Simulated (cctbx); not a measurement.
**Which space group?**

Cell: a = 4.3360 Å, b = 4.3360 Å, c = 10.2480 Å, α = 90.00°, β = 90.00°, γ = 90.00°. Expected content of the cell: Ba2 Ni2 Ti6.

The data are simulated with cctbx, not measured: Mo Kα, λ = 0.71073 Å, to d = 0.77 Å, 70 % of the full sphere, strongest reflection 40000 counts, noise from counting, a 3 % proportional error and a noise floor of 2 counts (s.d.); no absorption.

Tests on the unmerged data give:

```text
1227 reflections to d = 0.771 A
centring   violations  <I/sigma> of those
    A        317 of   594     14.7
    B        293 of   588     13.9
    C        316 of   626     14.0
    I          0 of   594      0.0
    R        432 of   822     14.1
    F        463 of   904     14.2
Laue class    unique    Rint  (classes that these axes allow; Friedel mates merged)
I 1 2/m 1         252   0.023
I 1 1 2/m         233   0.023
I 2/m 1 1         248   0.023
I m m m           150   0.025
I 4/m             122   0.025
I 4/m m m          87   0.026
space group    extra absences  I>4sigma  <I/sigma>
I 4 2 2                 0          0         -  acentric
I 4 m m                 0          0         -  acentric
I -4 m 2                0          0         -  acentric
I -4 2 m                0          0         -  acentric
I 4/m m m               0          0         -  centric
Wilson B = 0.24 A^2   <|E^2-1|> = 0.591 (0.968 centric, 0.736 acentric)   E^2>4: 0.0 %
shell (A)         n   <I/sigma>
 5.12 - 1.47     17     59.1
 1.47 - 1.17     13     62.2
 1.17 - 1.02     12     65.0
 1.02 - 0.93     12     60.2
 0.93 - 0.86      9     59.7
 0.86 - 0.81     13     69.5
 0.81 - 0.77     11     59.6
```

**Question.** What are the lattice type, the Laue class and the likely space group?

The reflections that I centring forbids are absent (⟨I/σ⟩ near 0), so the lattice is I.

Rint stays low (0.023 to 0.026) up to I 4/m m m, the highest class in these axes.

5 settings pass the absence test. No glide or screw absences show, which leaves I 4 2 2, I 4 m m, I -4 m 2, I -4 2 m and I 4/m m m.

⟨|E²−1|⟩ = 0.591 leans to a non-centrosymmetric structure, or to twinning, which lowers it. The Wilson B of 0.24 Å² means U ≈ 0.0030 Å².

The true group is I4mm (no. 107), Laue class 4/mmm, non-centrosymmetric. The tables only narrow the choice to the tied entries; cell content, site symmetry and trial solutions must settle it.

This is a model crystal, built by substitution and not relaxed, with assumed displacement parameters.

[Logs are printed without paths, hosts, clocks, repeated set-up lines and the standing remarks that a program may print on its own settings, such as how far it seeks lower states.]
